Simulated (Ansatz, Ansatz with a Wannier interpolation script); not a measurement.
**From a coarse GW mesh to bands everywhere: SiO2 (Stishovite)**

G0W0 gives levels on a mesh alone; what do the bands of SiO2 (Stishovite) look like between the points?

Program: Ansatz 0.2.0. Level of theory: LDA, Wannier functions and G0W0, plane waves, PAW. Results are calculated unless marked as measured.

### Step 1. Set-up

Symmetry: P4_2/mnm, No. 136, tetragonal system. Conventional cell: a = 4.177 Å, b = 4.177 Å, c = 2.665 Å, α = 90.00°, β = 90.00°, γ = 90.00°. Nearest to Si lie 6 O at 1.76 to 1.81 Å. O has 3 Si at 1.76 to 1.81 Å nearest. Farther neighbours and most contacts between anions are not listed.

As a file:

```cif
data_structure
_symmetry_space_group_name_H-M 'P4_2/mnm'
_symmetry_Int_Tables_number 136
_cell_length_a 4.1773
_cell_length_b 4.1773
_cell_length_c 2.6652
_cell_angle_alpha 90.000
_cell_angle_beta 90.000
_cell_angle_gamma 90.000
_cell_volume 46.51
loop_
_atom_site_label
_atom_site_type_symbol
_atom_site_symmetry_multiplicity
_atom_site_Wyckoff_symbol
_atom_site_fract_x
_atom_site_fract_y
_atom_site_fract_z
_atom_site_occupancy
Si1 Si 2 a 0.00000 0.00000 0.00000 1
O1 O 4 f 0.30590 0.30590 0.00000 1
```

The cell and positions come from the Crystallography Open Database and are kept as given unless a step says otherwise.

### Step 2. LDA bands

Levels along a band path, at the cheap level, show where the edges lie and whether the meshes to come will hold them.

This step: DFT, LDA, plane waves, PAW; PAW set soft_1.

Contents of input.yaml:

```yaml
crystal:
  lattice:
    - [4.1773, 0.0, 0.0]
    - [0.0, 4.1773, 0.0]
    - [0.0, 0.0, 2.6652]
  atoms:
    - { symbol: Si, position: [0.0, 0.0, 0.0] }
    - { symbol: Si, position: [0.5, 0.5, 0.5] }
    - { symbol: O, position: [0.3059, 0.3059, 0.0] }
    - { symbol: O, position: [0.1941, 0.8059, 0.5] }
    - { symbol: O, position: [0.6941, 0.6941, 0.0] }
    - { symbol: O, position: [0.8059, 0.1941, 0.5] }
kpoints:
  mp_grid: { grid: [4, 4, 6] }
  band_path:
    path:
      - [[0.0, 0.0, 0.0], [0.0, 0.5, 0.0], [0.5, 0.5, 0.0], [0.0, 0.0, 0.0], [0.0, 0.0, 0.5], [0.0, 0.5, 0.5], [0.5, 0.5, 0.5], [0.0, 0.0, 0.5]]
      - [[0.0, 0.5, 0.0], [0.0, 0.5, 0.5]]
      - [[0.5, 0.5, 0.0], [0.5, 0.5, 0.5]]
    npoints: 10
hamiltonian:
  xc: lda
  pseudopotentials: { kind: paw, azcp: { folder: soft_1 }, xc_functional: pbe }
scf:
  occupations: { method: fermi_dirac, width: 0.02 }
  n_extra_bands: 30
output:
  eigenvalues: true
  fatbands: true
  write_density: true
  write_potential: true
  elf: true
  volumetric_format: npy
```

Launch:

```sh
$ ansatz run input.yaml --threads 3 --pin off --max-ram 92160MiB --backend cuda --events-out ev --progress --plain --runs-dir out --devices 1 --max-vram 13GiB
```

Numbers of over 12 decimals in the logs are rounded to 6 here.

Log:

```text
scf.n_extra_bands = 30 over 16 filled bands (N_el = 32.0): the run solves 46 bands
GPUs: using 1 of 1 available (devices: 1).
Engine: ansatz 0.2.0, x86_64-unknown-linux-gnu
Pseudopotentials: kind: paw
Pseudopotential: Si, paw, valence charge 4, recommended cutoff 420 eV (normal), soft_1/Si.paw.azcp
Pseudopotential: O, paw, valence charge 6, recommended cutoff 420 eV (normal), soft_1/O.paw.azcp
Functional definition: SPW92
  exchange = slater_x
  correlation = pw_c
device memory: the entry about to start is reckoned to put 1.1 GiB on a device that reports 27.4 GiB free (of which the cap on the GPU budget leaves the run 13.0 GiB)
GPU FFT provider: cuFFT
GPU libraries: cuBLAS 13.8.2, cuFFT 12.4.0, cuSOLVER 12.3.4
Crystal: 6 atoms, lattice volume = 46.507 Å³
Basis set: ecut = 420 eV, 913 PW (Γ)
Bands: 46, of which v1, the nominal top of the filled ones, is band 16 counted from 1 (15 counted from 0)
Symmetry: 16 space group operations
Space group: P42/mnm (ITA 136), of the structure as read, at distance tolerance 3.6e-5 Å
k-points: 24 of 96
Non-local potential: Si, projectors of the file, l = 0: 2, l = 1: 2, l = 2: 1
Non-local potential: O, projectors of the file, l = 0: 2, l = 1: 2, l = 2: 1
PAW form: soft (Blöchl's): semilocal exchange-correlation on the pseudo side does not see the compensation charge
PAW frozen core: Si, regenerated for the run's functional, and the local potential with it (the file was generated under x = pbe(κ = 0.804, μ = 0.219515), c = pbe(β = 0.066725))
PAW frozen core: O, regenerated for the run's functional, and the local potential with it (the file was generated under x = pbe(κ = 0.804, μ = 0.219515), c = pbe(β = 0.066725))
PAW one-centre angular grid: Si, 110 points (default); XC on 64 Gauss nodes
PAW one-centre angular grid: O, 110 points (default); XC on 64 Gauss nodes
Initial density: superposition of atomic densities (chi_scale 0.1, normalization cell, long waves kept (reshape's long-wave potential 0.00 eV rms))
Initial wavefunctions: pseudopotential atomic-orbital guess
GPU buffer pool allocated for 16200 grid points (all kernels)
GPU transforms: local potential and band sums: pruned to the plane-wave sphere, on 27×27×18
Functional: x = slater, c = lda
SCF iter   1: F=—  HF=-3447.502016 eV  |F-HF|=—  |Δ(HF+E_count)|=         —  Δρ=1.38e-1  dr2=7.04e0  ethr=3.10e-3  ⟨swp⟩=5.4  Hψ=5173  notcnv=0  defer=338
preconditioner: auto → none  [insulator: Δε(μ)=6.739 eV  Ē_g=30.155 eV  σ=0.020 eV  W_gap=1.00  n_scr=10 (ndim 8)  ℏωp=30.8 eV  f_vac=0.000  D(μ)=0.00/eV (n_scr^D=0)  ε∞_Penn≈2.0]
SCF iter   2: F=—  HF=-3445.623923 eV  |F-HF|=—  |Δ(HF+E_count)|=    1.88e0  Δρ=4.77e-2  dr2=8.06e-1  ethr=3.10e-3  ⟨swp⟩=3.0  Hψ=1814  notcnv=0  defer=576
SCF iter   3: F=—  HF=-3445.442589 eV  |F-HF|=—  |Δ(HF+E_count)|=   1.81e-1  Δρ=8.03e-3  dr2=1.24e-2  ethr=2.52e-3  ⟨swp⟩=2.0  Hψ=950  notcnv=0  defer=576
SCF iter   4: F=—  HF=-3445.444056 eV  |F-HF|=—  |Δ(HF+E_count)|=   1.47e-3  Δρ=3.74e-4  dr2=2.37e-5  ethr=3.86e-5  ⟨swp⟩=2.1  Hψ=1472  notcnv=0  defer=576
SCF iter   5: F=—  HF=-3445.444207 eV  |F-HF|=—  |Δ(HF+E_count)|=   1.51e-4  Δρ=6.84e-5  dr2=5.47e-7  ethr=7.39e-8  ⟨swp⟩=2.0  Hψ=893  notcnv=0  defer=576
SCF iter   6: F=-3445.444206 eV  HF=-3445.444206 eV  |F-HF|=5.04e-9  |Δ(HF+E_count)|=   1.66e-7  Δρ=5.77e-6  dr2=7.88e-9  ethr=3.13e-10  ⟨swp⟩=10.8  Hψ=7008  notcnv=0
SCF 1 converged in 6 iterations: F = -3445.444206 eV  dr2 = 7.88e-9
[...]
device memory: the entry about to start is reckoned to put 2.8 GiB on a device that reports 35.1 GiB free (of which the cap on the GPU budget leaves the run 13.0 GiB)
NSCF: frozen V_eff on 93 k-points, pencils in batches of 32, up to order 204
SCF converged after 6 iterations
Free energy (F): -3445.444206 eV
Harris-Foulkes:  -3445.444206 eV  (|F-HF|=5.04e-9)
Internal energy: -3445.444206 eV  (E = F + TS)
E sigma→0 (E₀):  -3445.444206 eV
Fermi energy:    13.075953 eV
--- Per-component energies (eV) ---
  E_band       = 56.642073
  E_kinetic    = 783.341795
  E_local      = -1203.715306  (includes V_loc(G=0)·N_el)
  E_nonlocal   = 260.341584
  E_hartree    = 435.752402
  E_xc         = -399.942226
  E_vxc        = -467.041354  (∫ρ·V_xc dr)
  E_paw        = -1581.591500  (= ΣΔE_a)
  E_vpaw       = -187.792066  (= ΣTr[D̂ρ^β])
  E_aug_tail   = 0.003251  (compensation charges beyond the density's cutoff)
  E_ewald      = -1740.190554
  E_core_change = 0.556347  (= ΣΔE_core)
  E_smearing   = -0.000000  (= −TS)
  E_closure    = 0.000000  (closes the sum)
  Σ components = -3445.444206   (vs F -3445.444206, Δ=0.00e0)
--- Band table (eV; the first three rows and the last of 24) ---
  k-point 0: bands = [... 12 lower, 7.7218, 9.3633, 9.3633, 10.2649, 15.8870, 16.7498, 18.6193, 18.6193, ... 26 higher]
  k-point 1: bands = [... 12 lower, 6.6161, 9.0846, 9.0846, 9.9141, 16.9918, 18.5594, 20.0864, 20.0864, ... 26 higher]
  k-point 2: bands = [... 12 lower, 5.4369, 8.2552, 8.2552, 8.7956, 18.0971, 20.4375, 20.8384, 22.3976, ... 26 higher]
  k-point 23: bands = [... 12 lower, 8.4712, 8.4712, 8.6901, 8.6901, 17.3258, 17.3258, 21.0346, 21.0346, ... 26 higher]
```

Wall time 13 s (1 × NVIDIA H100 80GB HBM3 (shared by 6 runs) with 3 threads of AMD EPYC 7R13 (Zen 3), shared host); peak memory 0.89 GiB.

In the SCF lines HF is the Harris–Foulkes energy and dr2 the Hartree energy of the density residual, in eV; the loop may stop once dr2 is under the threshold and the program's other checks hold. Hψ counts applications of the Hamiltonian.

This step gave:

```yaml
filled_bands: 16
gap: 5.622 eV
valence_top_at: Γ
conduction_bottom_at: Γ
least_direct_gap: 5.622 eV
```

The gap is direct, at Γ.

The electronic bands at the labelled points (eV, zero at the top of the highest nominally filled band):

| point | band 13 | band 14 | band 15 | band 16 | band 17 | band 18 | band 19 | band 20 |
| --- | --- | --- | --- | --- | --- | --- | --- | --- |
| Γ | -2.54 | -0.90 | -0.90 | 0.00 | 5.62 | 6.48 | 8.35 | 8.35 |
| halfway | -2.50 | -2.10 | -1.00 | -0.47 | 6.47 | 7.02 | 8.53 | 8.54 |
| X | -2.71 | -2.71 | -1.08 | -1.08 | 7.63 | 7.63 | 8.91 | 8.91 |
| halfway | -2.96 | -2.96 | -1.50 | -1.50 | 7.41 | 7.41 | 9.39 | 9.39 |
| M | -2.72 | -2.72 | -2.32 | -2.32 | 7.30 | 7.30 | 9.89 | 9.89 |
| halfway | -2.60 | -2.52 | -1.48 | -0.82 | 6.69 | 7.51 | 8.51 | 9.30 |
| Γ | -2.54 | -0.90 | -0.90 | 0.00 | 5.62 | 6.48 | 8.35 | 8.35 |
| halfway | -4.41 | -1.54 | -1.54 | -0.81 | 7.41 | 9.67 | 9.93 | 11.10 |
| Z | -3.16 | -3.16 | -2.72 | -2.72 | 8.92 | 8.92 | 12.41 | 12.41 |
| halfway | -2.85 | -2.85 | -2.30 | -2.30 | 8.83 | 8.83 | 10.66 | 10.66 |
| R | -2.32 | -2.32 | -1.80 | -1.80 | 8.61 | 8.61 | 9.72 | 9.72 |
| halfway | -2.29 | -2.29 | -1.66 | -1.66 | 7.58 | 7.58 | 10.51 | 10.51 |
| A | -1.79 | -1.79 | -1.57 | -1.57 | 7.06 | 7.06 | 10.77 | 10.77 |
| halfway | -2.61 | -2.51 | -2.38 | -1.87 | 7.89 | 8.37 | 10.43 | 11.52 |
| Z | -3.16 | -3.16 | -2.72 | -2.72 | 8.92 | 8.92 | 12.41 | 12.41 |
| jump to X | -2.71 | -2.71 | -1.08 | -1.08 | 7.63 | 7.63 | 8.91 | 8.91 |
| halfway | -2.92 | -2.92 | -1.46 | -1.46 | 8.96 | 8.96 | 10.37 | 10.37 |
| R | -2.32 | -2.32 | -1.80 | -1.80 | 8.61 | 8.61 | 9.72 | 9.72 |
| jump to M | -2.72 | -2.72 | -2.32 | -2.32 | 7.30 | 7.30 | 9.89 | 9.89 |
| halfway | -1.97 | -1.97 | -1.74 | -1.74 | 8.03 | 8.03 | 11.28 | 11.28 |
| A | -1.79 | -1.79 | -1.57 | -1.57 | 7.06 | 7.06 | 10.77 | 10.77 |

Valence density in the ab plane at fractional z = 0.000, with atoms of Si and O within 0.2 Å of it. It is the smooth field of the valence electrons, not physical close to the nuclei.

Values in e/Å³, 14 rows by 14 columns, each cell a mean:
```
0.2 0.2 0.3 0.2 0.1 0.1 0.1 0.1 0.2 0.3 0.4 0.5 0.4 0.2
0.2 0.3 0.3 0.2 0.1 0.1 0.1 0.2 0.6 0.9 1.1 0.9 0.6 0.4
0.3 0.3 0.2 0.2 0.1 0.1 0.2 0.5 1.9 3.7 3.9 2.3 0.9 0.5
0.2 0.2 0.2 0.1 0.1 0.1 0.3 0.8 3.5 6.8 6.9 3.9 1.1 0.4
0.1 0.1 0.1 0.1 0.1 0.1 0.3 0.9 3.2 6.3 6.8 3.7 0.9 0.3
0.1 0.1 0.1 0.2 0.2 0.2 0.3 0.6 1.8 3.2 3.5 1.9 0.6 0.2
0.1 0.1 0.3 0.5 0.7 0.6 0.5 0.4 0.6 0.9 0.8 0.5 0.2 0.1
0.1 0.2 0.6 1.4 2.2 1.8 0.9 0.5 0.3 0.3 0.3 0.2 0.1 0.1
0.1 0.4 1.5 4.1 6.5 4.9 1.8 0.6 0.2 0.1 0.1 0.1 0.1 0.1
0.2 0.5 2.0 5.2 8.2 6.5 2.2 0.7 0.2 0.1 0.1 0.1 0.1 0.1
0.3 0.5 1.5 3.3 5.2 4.1 1.4 0.5 0.2 0.1 0.1 0.2 0.2 0.2
0.3 0.5 0.9 1.5 2.0 1.5 0.6 0.3 0.1 0.1 0.2 0.2 0.3 0.3
0.2 0.3 0.5 0.5 0.5 0.4 0.2 0.1 0.1 0.1 0.2 0.3 0.3 0.2
0.1 0.2 0.3 0.3 0.2 0.1 0.1 0.1 0.1 0.1 0.2 0.3 0.2 0.2
```
Columns run along a (4.2 Å), rows up along b (4.2 Å). Atoms in or near the plane, at fractional coordinates: Si at (0.00, 0.00), O at (0.31, 0.31), O at (0.69, 0.69).

Electrostatic potential energy in the ab plane at fractional z = 0.000, with atoms of Si and O within 0.2 Å of it. With pseudopotentials it is smooth inside the atoms' cores, unlike the true potential.

Values in eV, 14 rows by 14 columns, each cell a mean:
```
-10 -22 -18   2  11  14  16  16  15  13   8  -2 -24 -19
-26 -24  -6   6  12  14  15  15  12   5   2   2 -14 -24
 -5  -1   7  10  13  14  14  12  -8 -22 -24 -15   2  -2
  8   9  11  12  14  14  13   7 -21 -29 -30 -24   2   8
 14  14  14  14  13  12  11   5 -23 -30 -29 -22   5  13
 15  15  15  14  12  11  10   8 -10 -23 -21  -8  12  15
 16  16  15  12   9   8   8   8   8   5   7  12  15  16
 16  15  11  -3 -14 -11   4   8  10  11  13  14  15  16
 14  14  -3 -23 -30 -29 -11   8  11  12  14  14  14  14
 11  11  -9 -27 -30 -30 -14   9  12  13  14  13  12  11
  0   3  -4 -21 -27 -23  -3  12  14  14  12  10   6   2
-21 -16  -2  -4  -9  -3  11  15  15  14  11   7  -6 -18
-16 -25 -16   3  11  14  15  16  15  14   9  -1 -24 -22
  5 -16 -21   0  11  14  16  16  15  14   8  -5 -26 -10
```
Columns run along a (4.2 Å; values clipped at the 3rd and 97th percentile), rows up along b (4.2 Å). Atoms in or near the plane, at fractional coordinates: Si at (0.00, 0.00), O at (0.31, 0.31), O at (0.69, 0.69).

### Step 3. Wannier functions (O:2p Si:3s Si:3p) on 8×8×12

Localised functions give a small Hamiltonian that interpolates between mesh points at no cost.

This step: maximally localised Wannier functions, LDA, plane waves, PAW; PAW set soft_1.

input.yaml, the sections that differ from step 2:

```yaml
kpoints:
  mp_grid: { grid: [4, 4, 6] }
scf:
  occupations: { method: fixed }
  n_extra_bands: 30
output:
  wannier:
    kmesh: [8, 8, 12]
    projections:
      - { species: O, l: p, shell: 2 }
      - { species: Si, l: s, shell: 3 }
      - { species: Si, l: p, shell: 3 }
    minimise: true
    write_hr: true
    seedname: w
    conv_tol: 1.0e-06
    max_iter: 20000
    stability_check: false
    disentanglement:
      window: [-0.81, 28.4]
      frozen_window: [-0.81, 19.89]
      conv_tol: 1.0e-08
# crystal, hamiltonian: as in step 2
```

Log:

```text
[...]
GPUs: using 1 of 1 available (devices: 1).
[...]
GPU FFT provider: cuFFT
GPU libraries: cuBLAS 13.8.2, cuFFT 12.4.0, cuSOLVER 12.3.4
Crystal: 6 atoms, lattice volume = 46.507 Å³
Basis set: ecut = 420 eV, 913 PW (Γ)
Bands: 46, of which v1, the nominal top of the filled ones, is band 16 counted from 1 (15 counted from 0)
Symmetry: 16 space group operations
[...]
k-points: 24 of 96
[...]
GPU buffer pool allocated for 16200 grid points (all kernels)
[...]
SCF iter   1: F=—  HF=-3447.501984 eV  |F-HF|=—  |Δ(HF+E_count)|=         —  Δρ=1.38e-1  dr2=7.03e0  ethr=3.10e-3  ⟨swp⟩=4.1  Hψ=4216  notcnv=0  defer=650
[...]
SCF iter   7: F=-3445.444206 eV  HF=-3445.444206 eV  |F-HF|=2.70e-8  |Δ(HF+E_count)|=   2.42e-7  Δρ=1.32e-5  dr2=4.07e-8  ethr=3.13e-10  ⟨swp⟩=11.0  Hψ=7488  notcnv=0
SCF 1 converged in 7 iterations: F = -3445.444206 eV  dr2 = 4.07e-8
[...]
NSCF: frozen V_eff on 24 k-points, pencils in batches of 32, up to order 184
the band table was solved once the SCF had ended and its energy, with any forces and stress, was formed, with the checks that follow a solve (4188 applications of the Hamiltonian). They found nothing against the state; the energy, forces and stress were not computed again (output.eigenvalues in the input reference)
[...]
the Wannier pass solved 109 of the 768 points of its mesh, and has the states at the others by symmetry: states obtained by the crystal's operations at points that were solved too leave a residual of 2.67e-13 eV (read by the count's bands and the next), within 6.67e-6 eV
SCF converged after 7 iterations
Free energy (F): -3445.444206 eV
[...]
Internal energy: -3445.444206 eV  (E = F + TS)
E sigma→0 (E₀):  -3445.444206 eV
Fermi energy:    10.265053 eV
[...]
--- Band table (eV; the first three rows and the last of 24) ---
  k-point 0: bands = [... 12 lower, 7.7220, 9.3634, 9.3634, 10.2651, 15.8871, 16.7498, 18.6194, 18.6194, ... 26 higher]
  k-point 1: bands = [... 12 lower, 6.6162, 9.0847, 9.0847, 9.9142, 16.9919, 18.5595, 20.0864, 20.0864, ... 26 higher]
  k-point 2: bands = [... 12 lower, 5.4370, 8.2553, 8.2553, 8.7957, 18.0972, 20.4376, 20.8385, 22.3976, ... 26 higher]
  k-point 23: bands = [... 12 lower, 8.4713, 8.4713, 8.6902, 8.6902, 17.3259, 17.3259, 21.0346, 21.0346, ... 26 higher]
Wannier search: line search 1 of at most 20000: gauge-dependent spread (as the search counts it) 5.6665099 Å², largest recent change 2.8e-1 Å² against conv_tol 1.0e-6 Å², 0 stops escaped
```

Wall time 13 s (1 × NVIDIA H100 80GB HBM3 (shared by 6 runs) with 3 threads); peak memory 1.2 GiB; 14 s of CPU time.

w.win, one line in 2:

```text
! ansatz wannier90 interface
! states of the run's bands (counted from 1): 1-32
num_wann  = 20
conv_tol = 1e-6
dis_win_min = -0.81
dis_froz_min = -0.81
dis_num_iter = 10000
guiding_centres = true

Ang
                      0.0                   4.1773                      0.0
end unit_cell_cart
begin atoms_frac
Si                       0.5                      0.5                      0.5
O                     0.1941                   0.8059                      0.5
O                     0.8059                   0.1941                      0.5
```

This step gave:

- gauge-invariant spread: 22.28 Å²
- diagonal spread: 0.004020 Å²
- off-diagonal spread: 5.161 Å²
- total spread: 27.45 Å²
- least projectability: 0.1800
- localisation steps: 56
- disentanglement steps: 325
- r.m.s. interpolation error: 0.001183 eV
- r.m.s. error near the gap: 0.002078 eV

Near the gap the model misses directly solved bands by 2.1 meV r.m.s. and by 33 meV at most in the window tested. This tests the starting bands, not the corrections carried with them.

Wannier functions, by row:

| function | x (Å) | y (Å) | z (Å) | spread (Å²) | nearest atom | distance (Å) |
| --- | --- | --- | --- | --- | --- | --- |
| 1 | 1.264 | 1.264 | 0 | 0.784 | O3 | 0.02 |
| 2 | 1.267 | 1.304 | 0 | 0.784 | O3 | 0.028 |
| 3 | 1.304 | 1.267 | 0 | 0.784 | O3 | 0.028 |
| 4 | 0.825 | 3.353 | 1.333 | 0.784 | O4 | 0.02 |
| 5 | 0.822 | 3.392 | 1.333 | 0.784 | O4 | 0.028 |
| 6 | 0.785 | 3.355 | 1.333 | 0.784 | O4 | 0.028 |
| 7 | 2.913 | 2.913 | 0 | 0.784 | O5 | 0.02 |
| 8 | 2.911 | 2.874 | 0 | 0.784 | O5 | 0.028 |
| 9 | 2.874 | 2.911 | 0 | 0.784 | O5 | 0.028 |
| 10 | 3.353 | 0.825 | 1.333 | 0.784 | O6 | 0.02 |
| 11 | 3.355 | 0.785 | 1.333 | 0.784 | O6 | 0.028 |
| 12 | 3.392 | 0.822 | 1.333 | 0.784 | O6 | 0.028 |
| 13 | 0 | 0 | 0 | 1.901 | Si1 | 0 |
| 14 | 2.089 | 2.089 | 1.333 | 1.901 | Si2 | 0 |
| 15 | 0 | 0 | 0 | 3.075 | Si1 | 0 |
| 16 | 0 | 0 | 0 | 2.022 | Si1 | 0 |
| 17 | 0 | 0 | 0 | 2.022 | Si1 | 0 |
| 18 | 2.089 | 2.089 | 1.333 | 3.075 | Si2 | 0 |
| 19 | 2.089 | 2.089 | 1.333 | 2.022 | Si2 | 0 |
| 20 | 2.089 | 2.089 | 1.333 | 2.022 | Si2 | 0 |

Frozen up to 9.62 eV; above it the model need not follow the bands. The electronic bands at the labelled points (eV, zero at the valence-band top):

| point | band 13 | band 14 | band 15 | band 16 | band 17 | band 18 | band 19 | band 20 |
| --- | --- | --- | --- | --- | --- | --- | --- | --- |
| Γ | -2.54 | -0.90 | -0.90 | 0.00 | 5.62 | 6.48 | 8.35 | 8.35 |
| halfway | -2.50 | -2.10 | -1.00 | -0.47 | 6.47 | 7.02 | 8.53 | 8.54 |
| X | -2.71 | -2.71 | -1.08 | -1.08 | 7.63 | 7.63 | 8.91 | 8.91 |
| halfway | -2.96 | -2.96 | -1.50 | -1.50 | 7.41 | 7.41 | 9.39 | 9.39 |
| M | -2.72 | -2.72 | -2.32 | -2.32 | 7.30 | 7.30 | 9.89 | 9.89 |
| halfway | -2.60 | -2.52 | -1.48 | -0.82 | 6.69 | 7.51 | 8.51 | 9.30 |
| Γ | -2.54 | -0.90 | -0.90 | 0.00 | 5.62 | 6.48 | 8.35 | 8.35 |
| halfway | -4.41 | -1.54 | -1.54 | -0.81 | 7.41 | 9.73 | 10.96 | 11.41 |
| Z | -3.16 | -3.16 | -2.72 | -2.72 | 8.92 | 8.92 | 12.55 | 12.55 |
| halfway | -2.85 | -2.85 | -2.30 | -2.30 | 8.83 | 8.83 | 10.75 | 10.75 |
| R | -2.32 | -2.32 | -1.80 | -1.80 | 8.61 | 8.61 | 9.74 | 9.74 |
| halfway | -2.29 | -2.29 | -1.66 | -1.66 | 7.58 | 7.58 | 10.99 | 10.99 |
| A | -1.79 | -1.79 | -1.57 | -1.57 | 7.06 | 7.06 | 11.18 | 11.18 |
| halfway | -2.61 | -2.51 | -2.38 | -1.87 | 7.89 | 8.37 | 10.47 | 12.10 |
| Z | -3.16 | -3.16 | -2.72 | -2.72 | 8.92 | 8.92 | 12.55 | 12.55 |
| jump to X | -2.71 | -2.71 | -1.08 | -1.08 | 7.63 | 7.63 | 8.91 | 8.91 |
| halfway | -2.92 | -2.92 | -1.46 | -1.46 | 8.96 | 8.96 | 10.59 | 10.59 |
| R | -2.32 | -2.32 | -1.80 | -1.80 | 8.61 | 8.61 | 9.74 | 9.74 |
| jump to M | -2.72 | -2.72 | -2.32 | -2.32 | 7.30 | 7.30 | 9.89 | 9.89 |
| halfway | -1.97 | -1.97 | -1.74 | -1.74 | 8.03 | 8.03 | 11.94 | 11.94 |
| A | -1.79 | -1.79 | -1.57 | -1.57 | 7.06 | 7.06 | 11.18 | 11.18 |

The same for Kohn-Sham, solved directly:

| point | band 13 | band 14 | band 15 | band 16 | band 17 | band 18 | band 19 | band 20 |
| --- | --- | --- | --- | --- | --- | --- | --- | --- |
| Γ | -2.54 | -0.90 | -0.90 | 0.00 | 5.62 | 6.48 | 8.35 | 8.35 |
| X | -2.71 | -2.71 | -1.08 | -1.08 | 7.63 | 7.63 | 8.91 | 8.91 |
| M | -2.72 | -2.72 | -2.32 | -2.32 | 7.30 | 7.30 | 9.89 | 9.89 |
| Γ | -2.54 | -0.90 | -0.90 | 0.00 | 5.62 | 6.48 | 8.35 | 8.35 |
| Z | -3.16 | -3.16 | -2.72 | -2.72 | 8.92 | 8.92 | 12.41 | 12.41 |
| R | -2.32 | -2.32 | -1.80 | -1.80 | 8.61 | 8.61 | 9.72 | 9.72 |
| A | -1.79 | -1.79 | -1.57 | -1.57 | 7.06 | 7.06 | 10.77 | 10.77 |
| Z | -3.16 | -3.16 | -2.72 | -2.72 | 8.92 | 8.92 | 12.41 | 12.41 |
| X | -2.71 | -2.71 | -1.08 | -1.08 | 7.63 | 7.63 | 8.91 | 8.91 |
| R | -2.32 | -2.32 | -1.80 | -1.80 | 8.61 | 8.61 | 9.72 | 9.72 |
| M | -2.72 | -2.72 | -2.32 | -2.32 | 7.30 | 7.30 | 9.89 | 9.89 |
| A | -1.79 | -1.79 | -1.57 | -1.57 | 7.06 | 7.06 | 10.77 | 10.77 |

[end of part 1 of 2]

[Paths, hosts, dates, memory and timing lines, banners, echoed tables and standing remarks are left out of the program output.]

[Logs are printed without paths, hosts, clocks, repeated set-up lines and the standing remarks that a program may print on its own settings, such as how far it seeks lower states.]

[Runs of the session that timed out or met a known fault of the program may be left out.]

[Hosts, paths, dates, database ids (printed as entryN), source tags and the programs' standing remarks are cut or masked in the printed files.]
